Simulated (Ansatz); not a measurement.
In doubt: masses and optical values from hybrid runs of this build are listed as unsure, which bears on the screening that GW takes from such a start.

Rows from a G0W0 calculation on PtSe2/PtSe2 (1T bilayer) (Ansatz 0.2.0; G0W0 on HSE06, plane waves, PAW; PAW set soft_1; 6×6×1 mesh, 356 empty bands, screening to 48 eV, PAW set soft_1 files), in eV. Spin-orbit coupling is left out.

| row | k | band | start | Σx | Σc at the solution | Vxc |
| --- | --- | --- | --- | --- | --- | --- |
| A | (0.000, 0.167, 0.000) | c2 | -3.693 | -15.894 | -2.499 | -19.062 |
| B | (0.000, 0.167, 0.000) | v1 | -5.707 | -18.551 | 1.517 | -17.346 |
| C | (0.333, 0.333, 0.000) | v1 | -7.530 | -23.630 | 3.064 | -21.057 |
| D | (0.000, 0.167, 0.000) | c1 | -4.005 | -15.825 | -2.406 | -18.883 |
| E | (0.333, 0.333, 0.000) | c1 | -4.165 | -15.069 | -2.645 | -18.306 |
| F | (0.333, 0.333, 0.000) | c2 | -3.755 | -15.683 | -2.764 | -19.093 |

Question: Give the quasiparticle energies and the shift of each level.

The quasiparticle equation reads E = start + Σx + Σc(E) − Vxc.

| row | E (eV) | shift (eV) |
| --- | --- | --- |
| A | -3.024 | +0.669 |
| B | -5.395 | +0.312 |
| C | -7.039 | +0.491 |
| D | -3.353 | +0.652 |
| E | -3.573 | +0.592 |
| F | -3.108 | +0.647 |

The gap over the computed points goes from 1.54 eV to 1.82 eV.

Limits: not at the basis limit; coarse mesh for a sheet; no spin polarisation; d states lean on the start; no spin-orbit coupling.

[Runs of the session that timed out or met a known fault of the program may be left out.]

[Cells called generated may have been cut or substituted from an entry of the Crystallography Open Database or the Materials Project.]

[Hosts, paths, dates, database ids (printed as entryN), source tags and the programs' standing remarks are cut or masked in the printed files.]
